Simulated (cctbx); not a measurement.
## Accept or mend?

Cell a = 5.6020 Å, b = 5.7040 Å, c = 13.8290 Å, α = 90.05°, β = 90.85°, γ = 119.02°; space group P-1 (no. 2).

The data are simulated with cctbx, not measured: Ag Kα, λ = 0.56087 Å, to d = 0.8 Å, 95 % of the full sphere, strongest reflection 20000 counts, noise from counting, a 2 % proportional error and a noise floor of 4 counts (s.d.); no absorption.

An anisotropic refinement with weights 1/σ² prints:

```text
Rint 0.016, 1569 unique reflections to 0.80 A
cycle     R1     wR2    GooF  max shift (A)
   1  0.1091  0.2211   5.690   0.01133
   2  0.0983  0.1937   4.984   0.00007
final R1 0.0983 wR2 0.1937 GooF 4.984  parameters 78  data/parameter 20.1
atom        x        y        z      Ueq    occ   su(xyz)  su(Uiso or U11)
Tb1    0.65049  0.32513  0.70614   0.0101  1.000  0.00024  0.0006
Tb2    0.99650  0.00371  0.37786   0.0064  1.000  0.00023  0.0006
Tb3    0.32394  0.67282  0.04275   0.0057  1.000  0.00023  0.0006
Fe1    0.50000  0.50000  0.50000   0.0159  1.000  0.00000  0.0026
V1     0.50000  0.00000  0.50000   0.0043  1.000  0.00000  0.0025
V2     0.83538  0.16739  0.16445   0.0107  1.000  0.00087  0.0021
Sc1    0.00000  0.50000  0.50000   0.0082  1.000  0.00000  0.0030
Sc2    0.65752  0.31521  0.33862   0.0123  1.000  0.00102  0.0023
Sc3    0.83118  0.66681  0.16921   0.0042  1.000  0.00087  0.0020
Al1    0.00000  0.00000  0.00000   0.0126  1.000  0.00000  0.0055
difference map: max 34.46 min -2.17 rms 1.12
Q1    0.3332  0.1603  0.1658    2   34.70  2.79 A from Al1
Q2    0.9982  0.0042  0.3840    2    8.08  0.09 A from Tb2
Q3    0.3067  0.6902  0.0434    2    7.35  0.17 A from Tb3
Q4    0.3697  0.7032  0.3026    2    6.40  0.19 A from Tb1
Q5    0.0059  0.4471  0.4992    2    2.92  0.32 A from Sc1
Q6    0.3460  0.6944  0.6549    2    2.14  0.10 A from Sc2
```

**Question.** Can this result stand? If not, what is the likely fault?

Mend it. The fault: an atom left out, Al at (0.3315, 0.1590, 0.1654). Against the right model at the same level, R1 goes from 0.0163 to 0.0983 and GooF from 0.92 to 4.98 and the top difference peak, 34.7 e/Å³, lies 2.79 Å from Al1. Q1 is the missing atom. With scattering power missing, scale and phases suffer, so peaks may also grow on the heavy atoms.

The compound is Tb6Sc5Al3V3Fe. The right model at the same level gives:

```text
Rint 0.016, 1569 unique reflections to 0.80 A
cycle     R1     wR2    GooF  max shift (A)
   1  0.0459  0.0999   2.577   0.00865
   2  0.0163  0.0357   0.922   0.00002
final R1 0.0163 wR2 0.0357 GooF 0.922  parameters 87  data/parameter 18.0
atom        x        y        z      Ueq    occ   su(xyz)  su(Uiso or U11)
Tb1    0.64978  0.32445  0.70591   0.0122  1.000  0.00004  0.0001
Tb2    0.99669  0.00355  0.37802   0.0078  1.000  0.00004  0.0001
Tb3    0.32350  0.67356  0.04281   0.0076  1.000  0.00004  0.0001
Fe1    0.50000  0.50000  0.50000   0.0181  1.000  0.00000  0.0005
V1     0.50000  0.00000  0.50000   0.0058  1.000  0.00000  0.0005
V2     0.83667  0.16766  0.16436   0.0129  1.000  0.00017  0.0004
Sc1    0.00000  0.50000  0.50000   0.0124  1.000  0.00000  0.0006
Sc2    0.65643  0.31382  0.33924   0.0133  1.000  0.00019  0.0004
Sc3    0.83115  0.66685  0.16922   0.0066  1.000  0.00017  0.0004
Al1    0.33136  0.15936  0.16535   0.0203  1.000  0.00034  0.0008
Al2    0.00000  0.00000  0.00000   0.0165  1.000  0.00000  0.0010
difference map: max 0.82 min -0.74 rms 0.22
Q1    0.1262  0.9517  0.5530    2    0.84  1.28 A from Tb2
Q2    0.2957  0.6399  0.7556    2    0.83  1.34 A from Sc2
Q3    0.4234  0.6974  0.9695    2    0.82  1.14 A from Tb3
Q4    0.1318  0.1436  0.7630    2    0.77  1.37 A from Sc3
Q5    0.2521  0.7339  0.6141    2    0.75  0.94 A from Sc2
Q6    0.0400  0.7973  0.1915    2    0.72  1.08 A from Sc3
```

The model is made up (kin elements in a known structure type, no relaxation), so it says nothing on whether the phase exists.

[Middle refinement cycles are left out of these outputs.]

[Logs are printed without paths, hosts, clocks, repeated set-up lines and the standing remarks that a program may print on its own settings, such as how far it seeks lower states.]
